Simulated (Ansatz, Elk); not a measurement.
## In3SbO4: X-ray structure factors from the self-consistent density

The structure of In3SbO4 used here is made up (a known structure type with other elements) and was relaxed beforehand with PBE. The aim is the Fourier transform of its all-electron density, F(hkl), set beside the sum over free spherical atoms that refinements use.

Method: DFT, PBE, all-electron APW+lo, Dirac cores, scalar-relativistic bands, static density, no spin, in Elk 11.2.3 (patched build).

This account leaves out most program logs.

The structure was built from a prototype and need not be the compound's stable phase.

## Step 1: Starting point

Symmetry: I-43m, No. 217, cubic system. The conventional cell has a = 6.874 Å, b = 6.874 Å, c = 6.874 Å, α = 90.00°, β = 90.00°, γ = 90.00°. Nearest to Sb lie 4 O at 1.91 Å. Nearest to In lie 4 O at 2.81 Å. Nearest to O lie 1 Sb at 1.91 Å. Farther neighbours and most contacts between anions are not listed.

## Step 2: Ground state and structure factors

An all-electron density is needed, since X-rays see the cores too. Task 0 finds the density and task 195 Fourier-transforms it; tshift is off so that phases refer to the origin typed.

Contents of elk.in:

```
tasks
  0
  195

xctype
  20

spinpol
  .false.

rgkmax
  7.0

gmaxvr
  14.0

lmaxo
  7

lmaxapw
  8

swidth
  0.002

tshift
  .false.

ramdisk
  .false.

hmaxvr
  5.5

maxscl
  120

epspot
  1e-06

sppath
  './'

avec
  -6.49522586838 6.49522586838 6.49522586838
  6.49522586838 -6.49522586838 6.49522586838
  6.49522586838 6.49522586838 -6.49522586838

atoms
  3
  'Sb.in'
  1
  0.0000000000 0.0000000000 0.0000000000   0.000000 0.000000 0.000000
  'In.in'
  3
  0.5000000000 0.0000000000 0.5000000000   0.000000 0.000000 0.000000
  0.0000000000 0.5000000000 0.5000000000   0.000000 0.000000 0.000000
  0.5000000000 0.5000000000 0.0000000000   0.000000 0.000000 0.000000
  'O.in'
  4
  0.0000000000 0.3216275025 0.0000000000   0.000000 0.000000 0.000000
  0.6783724975 0.6783724975 0.6783724975   0.000000 0.000000 0.000000
  0.0000000000 0.0000000000 0.3216275025   0.000000 0.000000 0.000000
  0.3216275025 0.0000000000 0.0000000000   0.000000 0.000000 0.000000

ngridk
  5 5 5
```

On the command line:

```console
OMP_NUM_THREADS=4 elk
```

Run time: 1.8 min. Hardware: 4 threads of Arm Neoverse V2, shared host; peak memory 0.37 GiB.

SFACRHO.OUT:

```text

h k l indices transformed by vhmat matrix:
   1.000000000       0.000000000       0.000000000    
   0.000000000       1.000000000       0.000000000    
   0.000000000       0.000000000       1.000000000    

      h      k      l  multipl.   |H|            Re(F)            Im(F)           |F|

      0      0      0      1   0.0000000       230.00000      0.11746443E-15   230.00000    
      1      0      0     12  0.68402285       9.9300214     -0.28045620E-13   9.9300214    
      1     -1      1      6  0.96735440       160.85927      0.26144222E-13   160.85927    
     -1     -1      0     12   1.1847623      -1.8106999      -16.260684       16.361189    
      0     -2      1     12   1.1847623      -1.8106999       16.260684       16.361189    
      2      0      0     12   1.3680457       162.69033      0.48485648E-13   162.69033    
     -1     -2      2     24   1.5295216      -9.7655885     -0.28520969E-13   9.7655885    
     -1     -1     -1      4   1.6755070       146.48762      -14.312983       147.18521    
      1     -3      1      4   1.6755070       146.48762       14.312983       147.18521    
      2      0     -3     24   1.8097544       5.6295752       1.6172475       5.8572695    
      3      0     -1     24   1.8097544       5.6295752      -1.6172475       5.8572695    
      2     -2     -2      6   1.9347088       129.01145     -0.41830755E-13   129.01145    
      0      3      0     12   2.0520686       17.243898      0.24127009E-13   17.243898    
      3     -2      1     12   2.0520686      -1.2898270       8.8806200       8.9737988    
     -3      2      2     12   2.0520686      -1.2898270      -8.8806200       8.9737988    
      3     -3     -1     24   2.1630702       136.60745     -0.60725897E-13   136.60745    
     -4      2      1     12   2.2686472      -4.5765073      0.16120336       4.5793456    
     -1     -1     -2     12   2.2686472      -4.5765073     -0.16120336       4.5793456
```

Elk indexes on the primitive cell of elk.in and gives |H| = 4π sin θ/λ in inverse bohr. Below, one row stands for each form hkl of the conventional cell (m members, Friedel mates merged), F is for one primitive cell and the density is static (no thermal factor). Free-atom factors are Waasmaier and Kirfel's, and R is Σm||F|−|F'||/Σm|F|.

```csv
hkl,m,sin θ/λ (Å⁻¹),"abs F, DFT",neutral atoms,diff.,abs of complex diff.
110,12,0.103,9.930,9.844,+0.086,0.086
200,6,0.145,160.859,161.572,-0.713,0.713
211,24,0.178,16.361,15.574,+0.788,0.799
220,12,0.206,162.690,162.720,-0.030,0.030
310,24,0.230,9.766,9.522,+0.243,0.243
222,8,0.252,147.186,147.063,+0.122,0.372
321,48,0.272,5.857,5.675,+0.182,0.194
400,6,0.291,129.011,129.061,-0.050,0.050
330,12,0.309,17.244,17.139,+0.105,0.105
411,24,0.309,8.974,9.047,-0.074,0.103
420,24,0.325,136.607,136.559,+0.048,0.048
332,24,0.341,4.579,4.698,-0.119,0.119
422,24,0.356,125.086,125.134,-0.049,0.106
510,24,0.371,3.870,3.813,+0.057,0.057
431,48,0.371,5.859,5.872,-0.013,0.022
521,48,0.398,8.604,8.706,-0.101,0.111
440,12,0.411,120.889,121.040,-0.151,0.151
433,24,0.424,5.248,5.423,-0.175,0.190
530,24,0.424,2.258,2.241,+0.016,0.016
442,24,0.436,110.866,110.759,+0.108,0.113
600,6,0.436,123.007,123.048,-0.041,0.041
532,48,0.448,3.142,3.136,+0.005,0.124
```

## Step 3: The highest occupied states alone

An energy window below the Fermi level keeps the highest occupied states, to see at which angles they scatter; shallow core shells can lie inside it and anion s states outside. No new self-consistency is needed.

elk.in: that of step 2 with these lines changed.

```diff
@@ -1,3 +1,2 @@
 tasks
-  0
   195
@@ -40,2 +39,5 @@
 
+wsfac
+  -0.216230 0.451270
+
 sppath
```

On the command line:

```console
OMP_NUM_THREADS=4 elk
```

It took 21 s on 4 threads; peak memory 0.22 GiB; 24 s of CPU time.

States within 10 eV below the Fermi level hold 30.00 electrons; any levels below the window count with the cores. Their amplitudes can exceed the total, where window and core parts have opposite phase:

```csv
hkl,sin θ/λ (Å⁻¹),"abs F, window","abs F, all"
110,0.103,4.792,9.930
200,0.145,3.624,160.859
211,0.178,8.035,16.361
220,0.206,2.712,162.690
310,0.230,4.649,9.766
222,0.252,5.615,147.186
321,0.272,1.876,5.857
400,0.291,3.747,129.011
330,0.309,5.812,17.244
411,0.309,3.607,8.974
```

## Step 4: Another functional

The difference from free atoms is small, so it is set against the change that LDA (Perdew-Wang) makes.

elk.in: that of step 3 with these lines changed.

```diff
@@ -1,2 +1,3 @@
 tasks
+  0
   195
@@ -4,3 +5,3 @@
 xctype
-  20
+  3
 
@@ -39,5 +40,2 @@
 
-wsfac
-  -0.216230 0.451270
-
 sppath
```

On the command line:

```console
OMP_NUM_THREADS=4 elk
```

The job ended after 88 s (4 threads; peak memory 0.31 GiB; 4.8 min of CPU time).

Against the first run R = 0.04 %; the largest change is -0.074 at 211.

## Step 5: Basis size

A smaller basis shows how fast F responds to it; the change is likely larger than the basis error of the first run, but doesn't show convergence.

elk.in: that of step 4 with these lines changed.

```diff
@@ -5,3 +5,3 @@
 xctype
-  3
+  20
 
@@ -11,3 +11,3 @@
 rgkmax
-  7.0
+  5.5
```

On the command line:

```console
OMP_NUM_THREADS=4 elk
```

Run time: 52 s. Hardware: 4 threads; peak memory 0.32 GiB; 2.1 min of CPU time.

Against the first run R = 0.12 %; the largest change is -0.238 at 330.

## Step 6: Settings against the effect

```csv
run,R against the first run (%),"R against neutral atoms, low angle (%)",wall time
"PBE, rgkmax 7",0.00,0.69,1.8 min
LDA (Perdew-Wang),0.04,0.62,88 s
rgkmax 5.5,0.12,0.58,52 s
```

## Step 7: Results

```yaml
r_against_neutral_atoms_sin_theta_lambda_0p3_a_minus1: 0.69 %
r_against_neutral_atoms_0p3_to_0p82_a_minus1: 0.24 %
```

Independent neutral atoms miss the calculated amplitudes by R = 0.69 % below 0.3 Å⁻¹ and 0.24 % from there to 0.82 Å⁻¹; by shells, 0.49 % below 0.15 Å⁻¹ (2 forms), 0.73 % 0.15 to 0.3 (6 forms), 0.20 % 0.3 to 0.45 (15 forms), 0.25 % above 0.45 (75 forms). Bonding, aspherical density and the tables' own atoms all enter these figures, and the runs don't part them. The largest change of an amplitude is +0.79 electrons, at 211. R counts amplitudes alone; phases shift too. The window's part falls from 30.0 electrons at the origin to at most 1.38 between 0.45 and 0.82 Å⁻¹, where compact states inside the window still scatter. Below 0.3 Å⁻¹ the changes that finished (LDA (Perdew-Wang) and rgkmax 5.5) move F by R = 0.16 % at most, against the 0.69 % that separates it from free atoms. A single amplitude moves by up to 0.24 electrons, against 0.79 for the largest difference from free atoms. The k-mesh has no finished test. Part of the difference isn't bonding: the tables are fits to free atoms and ions calculated by other methods than this functional. Thermal motion, anomalous dispersion and extinction are left out.

[Logs are printed without paths, hosts, clocks, repeated set-up lines and the standing remarks that a program may print on its own settings, such as how far it seeks lower states.]

[Hosts, paths, dates, database ids (printed as entryN), source tags and the programs' standing remarks are cut or masked in the printed files.]
